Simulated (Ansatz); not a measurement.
Consider KMnF3 (cubic perovskite) (Pm-3m).

The structure was built from a prototype and need not be the compound's stable phase.

It takes space group Pm-3m (No. 221, cubic). Conventional cell: a = 3.869 Å, b = 3.869 Å, c = 3.869 Å, α = 90.00°, β = 90.00°, γ = 90.00°. K has 12 F at 2.74 Å nearest. Nearest to Mn lie 6 F at 1.93 Å. Nearest to F lie 2 Mn at 1.93 Å and 4 K at 2.74 Å. Farther neighbours and most contacts between anions are not listed.

```
K Mn F
1.0
     0.00000   -3.86870    0.00000
     0.00000    0.00000    3.86870
    -3.86870    0.00000    0.00000
K Mn F
1 1 3
Direct
  0.00000 0.00000 0.00000
  0.50000 0.50000 0.50000
  0.50000 0.50000 0.00000
  0.50000 0.00000 0.50000
  0.00000 0.50000 0.50000
```

The structure was relaxed with LDA. The structure type comes from a generator and need not be one that this composition takes. The structure was generated from a model, not taken from a measurement. The runs that relaxed it are not among those shown. The program's search for lower electronic states was switched off, so nothing shows that the state found is the lowest. PAW set soft_2, made with PBE.

A constrained-RPA run (Ansatz 0.2.0; non-magnetic LDA; Mn d + anion p, bands v12 to c2, 4×4×4 mesh, medium accuracy) builds 14 functions on bands 13 eV wide, with 23.0 electrons in the window. The bare on-site interaction is 22.3 eV and the bare J 0.78 eV.

Estimate U, U′ and J.

On the Mn d shell, U = 9.99 eV (45 % of the bare value), U′ = 8.70 eV, J = 0.65 eV.

The parent state is non-magnetic and the interaction static (zero frequency); U depends on the window and the orbitals, so it belongs to this model alone. A window that holds the anion p bands defines a model with explicit ligands; its U belongs to that model and is not the U of DFT+U.

[Paths, hosts, dates, memory and timing lines, banners, echoed tables and standing remarks are left out of the program output.]

[Logs are printed without paths, hosts, clocks, repeated set-up lines and the standing remarks that a program may print on its own settings, such as how far it seeks lower states.]

[Runs of the session that timed out or met a known fault of the program may be left out.]

[Hosts, paths, dates, database ids (printed as entryN), source tags and the programs' standing remarks are cut or masked in the printed files.]
